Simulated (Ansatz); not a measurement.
# Rb on Au(111): change of the work function, part 5 of 5

How does one ordered layer of Rb (bridge site) change the work function of Au(111), and what dipole does each adsorbate carry?

Ansatz 0.2.0; plane-wave DFT, PBEsol, Ansatz PAW.

So far, work function, upper face (eV): step 2 (the clean slab) 5.24; step 5 (the covered slab, atoms frozen) 1.64; step 6 (the substrate alone) 5.26; step 7 (the adsorbate layer alone) 2.37; step 9 (varying the input) 1.60.

## (10) A changed input: relax.f_tol = 0.05 and relax.max_displacement = 0.5

System of this step: Au(111). The cell holds 4 atoms: 4 Au. Its edges and angles: a = 2.885 Å, b = 2.885 Å, c = 25.067 Å, α = 90.0°, β = 90.0°, γ = 60.0°. Vacuum lies along c.

Another changed input: it repeats the earlier run at 0 ML with relax.f_tol from 0.02 to 0.05 and relax.max_displacement to 0.5.

input.yaml

```yaml
crystal:
  lattice:
    - [2.8849956672, 0.0, 0.0]
    - [1.4424978336, 2.4984795376, 0.0]
    - [0.0, 0.0, 25.0667672949]
  atoms:
    - { symbol: Au, position: [0.0, 0.0, 0.3590411118] }
    - { symbol: Au, position: [0.3333333333, 0.3333333333, 0.4530137039] }
    - { symbol: Au, position: [0.6666666667, 0.6666666667, 0.5469862961] }
    - { symbol: Au, position: [0.0, 0.0, 0.6409588882] }
kpoints:
  mp_grid: { grid: [12, 12, 1] }
hamiltonian:
  xc: pbesol
scf:
  occupations: { method: fermi_dirac, width: 0.1 }
  convergence: { dr2_threshold: 1.0e-08 }
efield:
  axis: 3
  dipole_correction: true
  ramp_position: 0.97
  ramp_width: 0.06
relax:
  f_tol: 0.05
  max_steps: 60
  constraints: [{ sites: [0, 1] }]
  max_displacement: 0.5
output:
  write_potential: true
  write_density: true
  volumetric_format: npy
```

Launch:

```console
> ansatz run input.yaml --threads 4 --pin off --max-ram 6144MiB --backend cpu --events-out ev --progress --plain --runs-dir out
```

Output:

```text
[...]
Crystal: 4 atoms, lattice volume = 180.684 Å³
Basis set: ecut = 420 eV, 3551 PW (Γ), exchange–correlation on 40×40×360 points (8 copies of the dense FFT grid, shifted against one another)
Bands: 46, of which v1, the nominal top of the filled ones, is band 38 counted from 1 (37 counted from 0)
Symmetry: 6 space group operations
k-points: 19 of 144 (time reversal used)
[...]
SCF iter   1: F=—  HF=-52027.519361 eV  |F-HF|=—  |Δ(HF+E_count)|=         —  Δρ=4.82e-3  dr2=2.02e-1  ethr=1.77e-3  p=0.000 e·Å  D=2.65e-13 V/Å  ΔV_dip=-0.00 eV  dr2_dipole=2.97e-8  V_vac-E_F(+/−)=4.82/4.82 eV  ⟨swp⟩=9.0  Hψ=3907  notcnv=0  defer=10
[...]
SCF iter   8: F=-52027.505242 eV  HF=-52027.505242 eV  |F-HF|=1.88e-8  |Δ(HF+E_count)|=   5.88e-8  Δρ=1.68e-6  dr2=8.01e-9  ethr=1.32e-11  p=-0.000 e·Å  D=-1.93e-7 V/Å  ΔV_dip=0.00 eV  dr2_dipole=1.19e-12  V_vac-E_F(+/−)=5.24/5.24 eV  ⟨swp⟩=10.8  Hψ=6398  notcnv=0
SCF 1 converged in 8 iterations: F = -52027.505242 eV  dr2 = 8.01e-9
[...]
relax step   1: F+E_penalty+E_count = -52027.50524213 eV  Δ(F+E_penalty+E_count) = +0.000e0 eV  max|allowed force component| = 1.540e-1 eV/Å  Δτ_max = 0.0000 Å  (8 SCF iters, accepted)
[...]
SCF iter   7: F=-52027.503165 eV  HF=-52027.503165 eV  |F-HF|=2.17e-8  |Δ(HF+E_count)|=   1.08e-8  Δρ=1.48e-6  dr2=3.65e-9  ethr=1.32e-11  p=-0.001 e·Å  D=-5.67e-4 V/Å  ΔV_dip=0.01 eV  dr2_dipole=2.69e-11  V_vac-E_F(+/−)=5.25/5.24 eV  ⟨swp⟩=8.7  Hψ=6669  notcnv=0
SCF 2 converged in 7 iterations: F = -52027.503165 eV  dr2 = 3.65e-9
[...]
relax step   2: F+E_penalty+E_count = -52027.50316466 eV  Δ(F+E_penalty+E_count) = +2.077e-3 eV  max|allowed force component| = 2.427e-1 eV/Å  Δτ_max = 0.0581 Å  (7 SCF iters, rejected (line search))
SCF iter   1: F=—  HF=-52027.507286 eV  |F-HF|=—  |Δ(HF+E_count)|=         —  Δρ=1.11e-3  dr2=3.21e-3  ethr=3.79e-5  p=-0.001 e·Å  D=-5.67e-4 V/Å  ΔV_dip=0.01 eV  dr2_dipole=6.70e-4  V_vac-E_F(+/−)=5.25/5.23 eV  ⟨swp⟩=3.5  Hψ=2028  notcnv=0  defer=31
[...]
SCF iter   7: F=-52027.506773 eV  HF=-52027.506773 eV  |F-HF|=1.60e-8  |Δ(HF+E_count)|=   4.50e-9  Δρ=1.09e-6  dr2=3.05e-9  ethr=1.32e-11  p=-0.000 e·Å  D=-2.34e-4 V/Å  ΔV_dip=0.01 eV  dr2_dipole=9.59e-11  V_vac-E_F(+/−)=5.24/5.24 eV  ⟨swp⟩=10.3  Hψ=6263  notcnv=0
SCF 3 converged in 7 iterations: F = -52027.506773 eV  dr2 = 3.05e-9
relax step   3: F+E_penalty+E_count = -52027.50677343 eV  Δ(F+E_penalty+E_count) = -1.531e-3 eV  max|allowed force component| = 5.790e-3 eV/Å  Δτ_max = 0.0244 Å  (7 SCF iters, accepted)
[...]
SCF converged after 7 iterations
Free energy (F): -52027.506773 eV
[...]
Internal energy: -52027.454260 eV  (E = F + TS)
E sigma→0 (E₀):  -52027.480517 eV
Entropy (-TS):   -0.052514 eV (-13.128 meV/atom)
Fermi energy:    4.436196 eV
Dipole field:    D = -0.000220 V/Å  (p = -0.000220 e·Å, saw-weighted, corrected)
Work function:   Φ+ = 5.2418 eV   Φ− = 5.2363 eV
[...]
--- Forces (eV/Å), atoms counted from 1 ---
  atom   1  Au    -0.00000000     0.00000000    -0.04755856
  atom   2  Au     0.00000000    -0.00000000     0.04155572
  atom   3  Au     0.00000000     0.00000000     0.00579030
  atom   4  Au     0.00000000    -0.00000000     0.00019048
  max |Σ_I F_I| component: 2.21e-5 eV/Å
--- Band table (eV; the first three rows and the last of 19) ---
  k-point 0: bands = [... 34 lower, 1.5715, 2.0876, 2.0876, 2.4575, 2.4575, 3.1601, 4.4899, 9.1055, ... 4 higher]
  k-point 1: bands = [... 34 lower, 1.6160, 1.8193, 2.0852, 2.2732, 2.4671, 3.5990, 5.1117, 9.2174, ... 4 higher]
  k-point 2: bands = [... 34 lower, 1.5931, 1.6035, 2.0760, 2.4898, 2.5679, 4.3493, 6.3635, 9.5585, ... 4 higher]
  k-point 18: bands = [... 34 lower, 2.3142, 2.3166, 7.2912, 7.3034, 7.3043, 7.9589, 9.2363, 9.2390, ... 4 higher]
--- Relaxed structure (3 steps of the walk, 2 accepted, 0 SCFs on fresh bases) ---
  F+E_penalty+E_count = -52027.50677343 eV   max|allowed force component| = 5.790e-3 eV/Å
  atoms:
    - { symbol: Au, position: [0.0, 0.0, 0.359041] }
    - { symbol: Au, position: [0.333333, 0.333333, 0.453014] }
    - { symbol: Au, position: [0.666667, 0.666667, 0.546013] }
    - { symbol: Au, position: [-7.466626e-19, 0, 0.640494] }
```

The job ended after 2.7 s (4 threads of AMD EPYC 9R45, shared host; peak memory 0.67 GiB).

Relaxation path:

```
step  energy less that of the first step (eV)  largest force component (eV/Å)
   1                                   0.0000                          0.1540
   2                                   0.0021                          0.2427
   3                                  -0.0015                          0.0058
```

Relaxation step 2 was tried and not accepted.

The run keeps the 6 symmetry operations that the program found, so distortions that break them were not tested.

The atoms that moved most (Å):

```csv
atom,dx,dy,dz,length
Au3,0.000,0.000,-0.024,0.024
Au4,0.000,0.000,-0.012,0.012
```

Final coordinates:

```xyz
4
Lattice="2.8850 0.0000 0.0000 1.4425 2.4985 0.0000 0.0000 0.0000 25.0668" Properties=species:S:1:pos:R:3
Au    0.0000    0.0000    9.0000
Au    1.4425    0.8328   11.3556
Au    2.8850    1.6657   13.6868
Au    0.0000    0.0000   16.0551
```

Read from the output:

```yaml
energy_at_zero_smearing: -52027.4805 eV
work_function_upper_face: 5.242 eV
dipole_along_the_normal: -2.20e-4 e·Å
```

| quantity | this run | earlier run | difference |
| --- | --- | --- | --- |
| work function, upper face (eV) | 5.242 | 5.242 | 0 |
| dipole along the normal (e·Å) | -2.20e-4 | -2.20e-4 | 0 |

Nothing in the table moves by 0.01 in its unit (for the dipole 0.5 % and 5e-5 e·Å).

## (11) Results

| Item | Value |
| --- | --- |
| work function of the clean face | 5.24 eV |
| work function at 0.25 ML | 1.64 eV |
| dipole per adsorbate at 0.25 ML, positive end outwards | 2.76 D |
| step of the potential from the moved charge at 0.25 ML, upper less lower side, atoms held | -3.62 eV |

What this shows: Rb lowers the work function of Au(111) at the lowest coverage, by 3.60 eV: the adsorbate layer has its positive end outwards. One coverage alone was completed, so no trend follows. The slab has 4 layers, at the tabulated experimental lattice constant, one starting site was run, and quantum-size effects of a slab this thin can reach one or two tenths of an eV.

[Long decimals in the printed logs are rounded to 6 places.]

[Logs are printed without paths, hosts, clocks, repeated set-up lines and the standing remarks that a program may print on its own settings, such as how far it seeks lower states.]

[Hosts, paths, dates, database ids (printed as entryN), source tags and the programs' standing remarks are cut or masked in the printed files.]

[Maps of the electrostatic potential energy from Ansatz leave out the sawtooth potential of an applied field or a dipole correction, so their vacuum need not be flat; planar profiles and work functions include it.]
